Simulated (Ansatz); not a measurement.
# Σ5 (310) boundary in bcc Ta, starting shift (0.33, 0): structure and resistance

Wanted: what the Σ5 (310) boundary in bcc Ta, starting shift (0.33, 0) costs an interconnect.

Program: Ansatz 0.2.0. Level of theory: Ansatz plane-wave DFT, PBE, PAW files; relaxation of a bicrystal slab with its lowest layers held; PAW set soft_1, in the first sound run; inputs show where later runs differ. Results are calculated unless marked as measured.

## (1) The structure

The cell holds 18 atoms: 18 Ta. Its edges and angles: a = 5.477 Å, b = 3.303 Å, c = 29.799 Å, α = 90.0°, β = 90.0°, γ = 72.5°. It derives from Ta. built on the (3 1 0) plane; 2 overlapping atoms removed and the grains opened by 0 Å. Vacuum lies along c.

## (2) Relaxing the bicrystal

The boundary is built by mirroring the lower grain in the boundary plane and removing any atoms that overlap. A thin bicrystal slab is relaxed first, with the lowest layers held and the upper grain free to shift and open.

The input, input.yaml:

```yaml
crystal:
  lattice:
    - [5.4766761838, 0.0, 0.0]
    - [0.9957593061, 3.1488674087, 0.0]
    - [0.0, 0.0, 29.7985010762]
  atoms:
    - { symbol: Ta, position: [0.7999999999, 0.6, 0.1677936748] }
    - { symbol: Ta, position: [0.1999999999, 0.9, 0.2028411146] }
    - { symbol: Ta, position: [0.5999999999, 0.2, 0.2378885543] }
    - { symbol: Ta, position: [1.0, 0.5, 0.2729359941] }
    - { symbol: Ta, position: [0.4, 0.8, 0.3079834338] }
    - { symbol: Ta, position: [0.8, 0.1, 0.3430308735] }
    - { symbol: Ta, position: [0.2, 0.4, 0.3780783133] }
    - { symbol: Ta, position: [0.6, 0.7, 0.413125753] }
    - { symbol: Ta, position: [0.0, 0.0, 0.4481731928] }
    - { symbol: Ta, position: [0.53, 0.4, 0.5182680723] }
    - { symbol: Ta, position: [0.13, 0.1, 0.553315512] }
    - { symbol: Ta, position: [0.73, 0.8, 0.5883629517] }
    - { symbol: Ta, position: [0.33, 0.5, 0.6234103915] }
    - { symbol: Ta, position: [0.9299999999, 0.2, 0.6584578312] }
    - { symbol: Ta, position: [0.5299999999, 0.9, 0.693505271] }
    - { symbol: Ta, position: [0.1299999999, 0.6, 0.7285527107] }
    - { symbol: Ta, position: [0.7299999999, 0.3, 0.7636001505] }
    - { symbol: Ta, position: [0.3299999999, 0.0, 0.7986475902] }
kpoints:
  mp_grid: { grid: [7, 7, 1] }
hamiltonian:
  xc: pbe
  pseudopotentials: { kind: paw, azcp: { folder: soft_1 } }
scf:
  occupations: { method: fermi_dirac, width: 0.1 }
relax:
  f_tol: 0.03
  max_steps: 80
  constraints: [{ sites: [0, 1, 2] }]
```

The run is started by

```
ansatz run input.yaml --threads 4 --pin off --max-ram 15360MiB --backend cpu --events-out ev --progress --plain --runs-dir out
```

Numbers of over 12 decimals in the logs are rounded to 6 here.

Output:

```text
Engine: ansatz 0.2.0, aarch64-unknown-linux-gnu
Pseudopotentials: kind: paw
Pseudopotential: Ta, paw, valence charge 13, recommended cutoff 420 eV (normal), soft_1/Ta.paw.azcp
Functional definition: PBE
  parameter kappa = 0.804
  parameter beta = 0.066725
  exchange = pbe_x(kappa = kappa, mu = beta*pi^2/3)
  correlation = pbe_c(beta = beta)
Crystal: 18 atoms, lattice volume = 513.885 Å³
Basis set: ecut = 420 eV, 10051 PW (Γ), exchange–correlation on 80×48×400 points (8 copies of the dense FFT grid, shifted against one another)
Bands: 141, of which v1, the nominal top of the filled ones, is band 117 counted from 1 (116 counted from 0)
Symmetry: 1 space group operations
Space group: P1 (ITA 1), of the structure as read, at distance tolerance 8.0e-5 Å
k-points: 25 of 49 (time reversal used)
Non-local potential: Ta, projectors of the file, l = 0: 3, l = 1: 2, l = 2: 2, l = 3: 1
PAW form: soft (Blöchl's): semilocal exchange-correlation on the pseudo side does not see the compensation charge
PAW one-centre angular grid: Ta, 590 points (default); XC on 64 Gauss nodes
Initial density: superposition of atomic densities (neutral atoms: chi_scale 0, normalization atom)
Initial wavefunctions: pseudopotential atomic-orbital guess
Functional: x = pbe(κ = 0.804, μ = 0.219515), c = pbe(β = 0.066725)
SCF iter   1: F=—  HF=-178802.382039 eV  |F-HF|=—  |Δ(HF+E_count)|=         —  Δρ=5.40e-2  dr2=2.14e2  ethr=3.10e-3  ⟨swp⟩=9.3  Hψ=16825  notcnv=0  defer=5
preconditioner: auto → LDOS  [metal: Δε(μ)=0.010 eV  Ē_g=4.227 eV  σ=0.100 eV  W_gap=0.03  n_scr=112 (ndim 8)  ℏωp=15.5 eV  f_vac=0.268  D(μ)=16.14/eV (n_scr^D=112)  β→1.0]
SCF iter   2: F=—  HF=-178801.904771 eV  |F-HF|=—  |Δ(HF+E_count)|=   4.77e-1  Δρ=6.16e-2  dr2=6.08e2  ethr=3.10e-3  ⟨swp⟩=14.1  Hψ=23341  notcnv=0  defer=23  recentre
SCF iter   3: F=—  HF=-178792.480052 eV  |F-HF|=—  |Δ(HF+E_count)|=    9.42e0  Δρ=2.59e-2  dr2=5.68e1  ethr=3.10e-3  ⟨swp⟩=12.2  Hψ=15752  notcnv=0  defer=20
SCF iter   4: F=—  HF=-178789.952657 eV  |F-HF|=—  |Δ(HF+E_count)|=    2.53e0  Δρ=4.44e-3  dr2=1.95e-1  ethr=3.10e-3  ⟨swp⟩=7.4  Hψ=7463  notcnv=0  defer=23
SCF iter   5: F=—  HF=-178789.926832 eV  |F-HF|=—  |Δ(HF+E_count)|=   2.58e-2  Δρ=2.01e-3  dr2=1.67e-1  ethr=8.35e-5  ⟨swp⟩=5.7  Hψ=7712  notcnv=0  defer=16
SCF iter   6: F=—  HF=-178789.927861 eV  |F-HF|=—  |Δ(HF+E_count)|=   1.03e-3  Δρ=1.05e-3  dr2=3.95e-2  ethr=7.13e-5  ⟨swp⟩=2.5  Hψ=3864  notcnv=0  defer=13
SCF iter   7: F=—  HF=-178789.925354 eV  |F-HF|=—  |Δ(HF+E_count)|=   2.51e-3  Δρ=1.94e-4  dr2=7.66e-4  ethr=1.69e-5  ⟨swp⟩=2.1  Hψ=3930  notcnv=0  defer=9
SCF iter   8: F=—  HF=-178789.925169 eV  |F-HF|=—  |Δ(HF+E_count)|=   1.85e-4  Δρ=6.27e-5  dr2=1.35e-4  ethr=3.27e-7  ⟨swp⟩=2.7  Hψ=6028  notcnv=0  defer=7
SCF iter   9: F=—  HF=-178789.925324 eV  |F-HF|=—  |Δ(HF+E_count)|=   1.56e-4  Δρ=2.53e-5  dr2=1.70e-5  ethr=5.78e-8  ⟨swp⟩=2.7  Hψ=5124  notcnv=0  defer=7
SCF iter  10: F=-178789.925322 eV  HF=-178789.925325 eV  |F-HF|=2.84e-6  |Δ(HF+E_count)|=   1.03e-6  Δρ=6.67e-6  dr2=3.38e-6  ethr=7.26e-9  ⟨swp⟩=4.3  Hψ=10309  notcnv=0
SCF 1 converged in 10 iterations: F = -178789.925322 eV  dr2 = 3.38e-6
  greatest PAW one-centre occupation: 0.999 electrons in one spin orbital (limit 2), on the Ta atom at site 3 (counted from 0), in its partial waves of l = 0
relax step   1: F+E_penalty+E_count = -178789.92532243 eV  Δ(F+E_penalty+E_count) = +0.000e0 eV  max|allowed force component| = 1.658e0 eV/Å  Δτ_max = 0.0000 Å  (10 SCF iters, dr2 threshold 2.25e-5 eV, accepted)
Initial density: handed on by an earlier stage of this run
Initial wavefunctions: those handed on with the density
SCF iter   1: F=—  HF=-178791.374090 eV  |F-HF|=—  |Δ(HF+E_count)|=         —  Δρ=1.76e-2  dr2=1.72e1  ethr=3.10e-3  ⟨swp⟩=7.4  Hψ=8190  notcnv=0  defer=8
preconditioner: auto → LDOS  [metal: Δε(μ)=0.018 eV  Ē_g=3.584 eV  σ=0.100 eV  W_gap=0.05  n_scr=112 (ndim 8)  ℏωp=15.5 eV  f_vac=0.277  D(μ)=23.02/eV (n_scr^D=226)  β→1.0]
SCF iter   2: F=—  HF=-178790.693433 eV  |F-HF|=—  |Δ(HF+E_count)|=   6.81e-1  Δρ=6.52e-3  dr2=6.83e-1  ethr=3.10e-3  ⟨swp⟩=3.4  Hψ=5290  notcnv=0  defer=8
SCF iter   3: F=—  HF=-178790.655413 eV  |F-HF|=—  |Δ(HF+E_count)|=   3.80e-2  Δρ=3.52e-3  dr2=2.41e-1  ethr=2.92e-4  ⟨swp⟩=2.6  Hψ=6721  notcnv=0  defer=4
SCF iter   4: F=—  HF=-178790.617207 eV  |F-HF|=—  |Δ(HF+E_count)|=   3.82e-2  Δρ=1.20e-3  dr2=3.43e-2  ethr=1.03e-4  ⟨swp⟩=2.0  Hψ=5683  notcnv=0  defer=4
SCF iter   5: F=—  HF=-178790.613035 eV  |F-HF|=—  |Δ(HF+E_count)|=   4.17e-3  Δρ=3.26e-4  dr2=2.65e-3  ethr=1.47e-5  ⟨swp⟩=2.0  Hψ=3884  notcnv=0  defer=4
SCF iter   6: F=—  HF=-178790.612664 eV  |F-HF|=—  |Δ(HF+E_count)|=   3.71e-4  Δρ=6.19e-5  dr2=8.05e-5  ethr=1.13e-6  ⟨swp⟩=2.0  Hψ=4823  notcnv=0  defer=4
SCF iter   7: F=-178790.612656 eV  HF=-178790.612658 eV  |F-HF|=2.12e-6  |Δ(HF+E_count)|=   5.80e-6  Δρ=1.50e-5  dr2=3.75e-6  ethr=3.44e-8  ⟨swp⟩=4.9  Hψ=11969  notcnv=0
SCF 2 converged in 7 iterations: F = -178790.612656 eV  dr2 = 3.75e-6
  greatest PAW one-centre occupation: 0.999 electrons in one spin orbital (limit 2), on the Ta atom at site 14 (counted from 0), in its partial waves of l = 0
relax step   2: F+E_penalty+E_count = -178790.61265633 eV  Δ(F+E_penalty+E_count) = -6.873e-1 eV  max|allowed force component| = 8.403e-1 eV/Å  Δτ_max = 0.1948 Å  (7 SCF iters, dr2 threshold 1.00e-4 eV, accepted)
SCF iter   1: F=—  HF=-178791.353204 eV  |F-HF|=—  |Δ(HF+E_count)|=         —  Δρ=1.43e-2  dr2=2.55e1  ethr=3.10e-3  ⟨swp⟩=6.1  Hψ=8316  notcnv=0  defer=4
preconditioner: auto → LDOS  [metal: Δε(μ)=0.008 eV  Ē_g=3.637 eV  σ=0.100 eV  W_gap=0.02  n_scr=112 (ndim 8)  ℏωp=15.5 eV  f_vac=0.282  D(μ)=21.96/eV (n_scr^D=210)  β→1.0]
SCF iter   2: F=—  HF=-178791.002481 eV  |F-HF|=—  |Δ(HF+E_count)|=   3.51e-1  Δρ=3.98e-3  dr2=3.55e-1  ethr=3.10e-3  ⟨swp⟩=1.7  Hψ=4171  notcnv=0  defer=5
SCF iter   3: F=—  HF=-178790.992190 eV  |F-HF|=—  |Δ(HF+E_count)|=   1.03e-2  Δρ=2.31e-3  dr2=8.93e-2  ethr=1.52e-4  ⟨swp⟩=2.3  Hψ=6157  notcnv=0  defer=8
SCF iter   4: F=—  HF=-178790.977659 eV  |F-HF|=—  |Δ(HF+E_count)|=   1.45e-2  Δρ=4.44e-4  dr2=4.20e-3  ethr=3.82e-5  ⟨swp⟩=2.0  Hψ=5634  notcnv=0  defer=7
SCF iter   5: F=—  HF=-178790.976693 eV  |F-HF|=—  |Δ(HF+E_count)|=   9.66e-4  Δρ=1.32e-4  dr2=2.75e-4  ethr=1.79e-6  ⟨swp⟩=3.8  Hψ=7035  notcnv=0  defer=7
SCF iter   6: F=-178790.976670 eV  HF=-178790.976684 eV  |F-HF|=1.44e-5  |Δ(HF+E_count)|=   8.54e-6  Δρ=4.02e-5  dr2=3.53e-5  ethr=1.89e-8  ⟨swp⟩=3.1  Hψ=13763  notcnv=0
SCF 3 converged in 6 iterations: F = -178790.976670 eV  dr2 = 3.53e-5
relax step   3: F+E_penalty+E_count = -178790.97666984 eV  Δ(F+E_penalty+E_count) = -3.640e-1 eV  max|allowed force component| = 5.446e-1 eV/Å  Δτ_max = 0.1945 Å  (6 SCF iters, dr2 threshold 4.41e-5 eV, accepted)
[...]
relax step   4: F+E_penalty+E_count = -178791.18657702 eV  Δ(F+E_penalty+E_count) = -2.099e-1 eV  max|allowed force component| = 4.130e-1 eV/Å  Δτ_max = 0.2000 Å  (6 SCF iters, dr2 threshold 7.62e-5 eV, accepted)
[...]
relax step   5: F+E_penalty+E_count = -178791.28880194 eV  Δ(F+E_penalty+E_count) = -1.022e-1 eV  max|allowed force component| = 1.392e-1 eV/Å  Δτ_max = 0.2000 Å  (7 SCF iters, dr2 threshold 7.16e-5 eV, accepted)
[...]
relax step   6: F+E_penalty+E_count = -178791.29306877 eV  Δ(F+E_penalty+E_count) = -4.267e-3 eV  max|allowed force component| = 4.083e-1 eV/Å  Δτ_max = 0.2000 Å  (8 SCF iters, dr2 threshold 2.20e-6 eV, accepted)
[...]
relax step   7: F+E_penalty+E_count = -178791.32301572 eV  Δ(F+E_penalty+E_count) = -2.995e-2 eV  max|allowed force component| = 9.748e-2 eV/Å  Δτ_max = 0.0914 Å  (6 SCF iters, dr2 threshold 1.89e-5 eV, accepted)
[...]
relax step   8: F+E_penalty+E_count = -178791.32451340 eV  Δ(F+E_penalty+E_count) = -1.498e-3 eV  max|allowed force component| = 1.104e-1 eV/Å  Δτ_max = 0.0504 Å  (8 SCF iters, accepted)
SCF iter   1: F=—  HF=-178791.330498 eV  |F-HF|=—  |Δ(HF+E_count)|=         —  Δρ=1.79e-3  dr2=3.41e-2  ethr=1.45e-4  ⟨swp⟩=3.2  Hψ=6356  notcnv=0  defer=10
preconditioner: auto → LDOS  [metal: Δε(μ)=0.008 eV  Ē_g=3.713 eV  σ=0.100 eV  W_gap=0.02  n_scr=112 (ndim 8)  ℏωp=15.5 eV  f_vac=0.297  D(μ)=21.14/eV (n_scr^D=192)  β→1.0]
SCF iter   2: F=—  HF=-178791.328693 eV  |F-HF|=—  |Δ(HF+E_count)|=   1.80e-3  Δρ=5.47e-4  dr2=4.30e-3  ethr=1.46e-5  ⟨swp⟩=2.2  Hψ=5098  notcnv=0  defer=10
SCF iter   3: F=—  HF=-178791.328319 eV  |F-HF|=—  |Δ(HF+E_count)|=   3.74e-4  Δρ=1.77e-4  dr2=6.82e-4  ethr=1.84e-6  ⟨swp⟩=2.0  Hψ=5975  notcnv=0  defer=10
SCF iter   4: F=—  HF=-178791.328261 eV  |F-HF|=—  |Δ(HF+E_count)|=   5.89e-5  Δρ=4.66e-5  dr2=3.66e-5  ethr=2.91e-7  ⟨swp⟩=2.2  Hψ=6044  notcnv=0  defer=10
SCF iter   5: F=—  HF=-178791.327698 eV  |F-HF|=—  |Δ(HF+E_count)|=   5.62e-4  Δρ=1.94e-5  dr2=3.61e-6  ethr=1.56e-8  ⟨swp⟩=3.0  Hψ=6527  notcnv=0  defer=10
SCF iter   6: F=—  HF=-178791.327698 eV  |F-HF|=—  |Δ(HF+E_count)|=   4.38e-7  Δρ=5.57e-6  dr2=2.99e-7  ethr=1.54e-9  ⟨swp⟩=2.1  Hψ=6106  notcnv=0  defer=10
SCF iter   7: F=-178791.327698 eV  HF=-178791.327698 eV  |F-HF|=3.81e-8  |Δ(HF+E_count)|=   1.86e-7  Δρ=2.82e-6  dr2=9.34e-8  ethr=4.27e-11  ⟨swp⟩=5.2  Hψ=13188  notcnv=0
SCF 9 converged in 7 iterations: F = -178791.327698 eV  dr2 = 9.34e-8
relax step   9: F+E_penalty+E_count = -178791.32769809 eV  Δ(F+E_penalty+E_count) = -3.185e-3 eV  max|allowed force component| = 2.954e-2 eV/Å  Δτ_max = 0.0322 Å  (7 SCF iters, accepted)
SCF converged after 7 iterations
Free energy (F): -178791.327698 eV
Harris-Foulkes:  -178791.327698 eV  (|F-HF|=3.81e-8)
Internal energy: -178790.630653 eV  (E = F + TS)
E sigma→0 (E₀):  -178790.979175 eV
Entropy (-TS):   -0.697045 eV (-38.725 meV/atom)
Fermi energy:    10.491095 eV
--- Per-component energies (eV) ---
  E_band       = -3810.420662
  E_kinetic    = 7060.402942
  E_local      = -182824.954808  (includes V_loc(G=0)·N_el)
  E_nonlocal   = -198.235917
  E_hartree    = 89096.661336
  E_xc         = -5769.380602
  E_vxc        = -4187.928294  (∫ρ·V_xc dr)
  E_paw        = -149481.880668  (= ΣΔE_a)
  E_vpaw       = -1853.062814  (= ΣTr[D̂ρ^β])
  E_aug_tail   = 0.001681  (compensation charges beyond the density's cutoff)
  E_ewald      = 63326.755382
  E_smearing   = -0.697045  (= −TS)
  E_closure    = 0.000000  (closes the sum)
  Σ components = -178791.327698   (vs F -178791.327698, Δ=0.00e0)
--- Forces (eV/Å), atoms counted from 1 ---
  atom   1  Ta    -0.03005725    -0.00639622     1.67771989
  atom   2  Ta    -0.48244372     0.14957288    -0.72463840
  atom   3  Ta     0.52155954    -0.16263821    -0.95162046
  atom   4  Ta    -0.00219699    -0.00400709     0.00219336
  atom   5  Ta     0.00005785    -0.00256603    -0.00128780
  atom   6  Ta     0.00582437     0.00059122     0.00554910
  atom   7  Ta     0.00090437     0.00381734    -0.00244093
  atom   8  Ta     0.00076492    -0.00266482     0.01027915
  atom   9  Ta    -0.00993093    -0.00506218    -0.01036700
  atom  10  Ta     0.00232661     0.00221790    -0.00567322
  atom  11  Ta     0.00077525     0.00934233    -0.00133315
  atom  12  Ta     0.00635520    -0.00363510    -0.00753002
  atom  13  Ta    -0.01230782     0.00583549    -0.00293227
  atom  14  Ta     0.00569537     0.00169012     0.00655827
  atom  15  Ta     0.01574987     0.00065445    -0.02953516
  atom  16  Ta    -0.00112431     0.00925001     0.02551743
  atom  17  Ta    -0.00566292     0.00281179    -0.00518733
  atom  18  Ta    -0.01626098     0.00112593     0.01469328
  max |Σ_I F_I| component: 6.02e-5 eV/Å
--- Relaxed structure (9 steps of the walk, 9 accepted, 0 SCFs on fresh bases) ---
  F+E_penalty+E_count = -178791.32769809 eV   max|allowed force component| = 2.954e-2 eV/Å
  atoms:
    - { symbol: Ta, position: [0.800000, 0.600000, 0.167794] }
    - { symbol: Ta, position: [0.200000, 0.900000, 0.202841] }
    - { symbol: Ta, position: [0.600000, 0.200000, 0.237889] }
    - { symbol: Ta, position: [1.000044, 0.498461, 0.271447] }
    - { symbol: Ta, position: [0.398795, 0.799661, 0.309005] }
    - { symbol: Ta, position: [0.808736, 0.089986, 0.343130] }
    - { symbol: Ta, position: [0.203230, 0.395800, 0.380350] }
    - { symbol: Ta, position: [0.608184, 0.701094, 0.411652] }
    - { symbol: Ta, position: [0.00296421, -0.074545, 0.454137] }
    - { symbol: Ta, position: [0.502543, 0.415496, 0.492022] }
    - { symbol: Ta, position: [0.112836, 0.185623, 0.535168] }
    - { symbol: Ta, position: [0.708014, 0.878230, 0.566218] }
    - { symbol: Ta, position: [0.316337, 0.569053, 0.603161] }
    - { symbol: Ta, position: [0.907558, 0.277045, 0.637074] }
    - { symbol: Ta, position: [0.508705, 0.974538, 0.675433] }
    - { symbol: Ta, position: [0.105123, 0.676972, 0.708795] }
    - { symbol: Ta, position: [0.691484, 0.384153, 0.745464] }
    - { symbol: Ta, position: [0.287793, 0.084928, 0.772471] }
```

Run time: 9.5 min. Hardware: 4 threads of Arm Neoverse V1, shared host; peak memory 2.3 GiB.

The steps of the relaxation:

```tsv
step	energy less that of the first step (eV)	largest force component (eV/Å)
1	0.0000	1.6579
2	-0.6873	0.8403
3	-1.0513	0.5446
4	-1.2613	0.4130
5	-1.3635	0.1392
6	-1.3677	0.4083
7	-1.3977	0.0975
8	-1.3992	0.1104
9	-1.4024	0.0295
```

The atoms that moved most (Å):

```tsv
atom	dx	dy	dz	length
Ta18	-0.147	0.267	-0.780	0.838
Ta10	-0.135	0.049	-0.782	0.795
Ta12	-0.043	0.246	-0.660	0.706
Ta14	-0.046	0.243	-0.637	0.683
Ta13	-0.006	0.217	-0.603	0.641
Ta16	-0.060	0.242	-0.589	0.639
Ta17	-0.127	0.265	-0.540	0.615
Ta11	-0.009	0.270	-0.541	0.604
```

This step gave:

```yaml
free_energy: -178791.3277 eV
energy_at_zero_smearing: -178790.9792 eV
fermi_energy: 10.49 eV
```

The largest force component on a free atom ends at 0.030 eV/Å, under the tolerance of 0.03, after 9 steps.

(Continued in part 2 of 3.)

[Logs are printed without paths, hosts, clocks, repeated set-up lines and the standing remarks that a program may print on its own settings, such as how far it seeks lower states.]

[Hosts, paths, dates, database ids (printed as entryN), source tags and the programs' standing remarks are cut or masked in the printed files.]
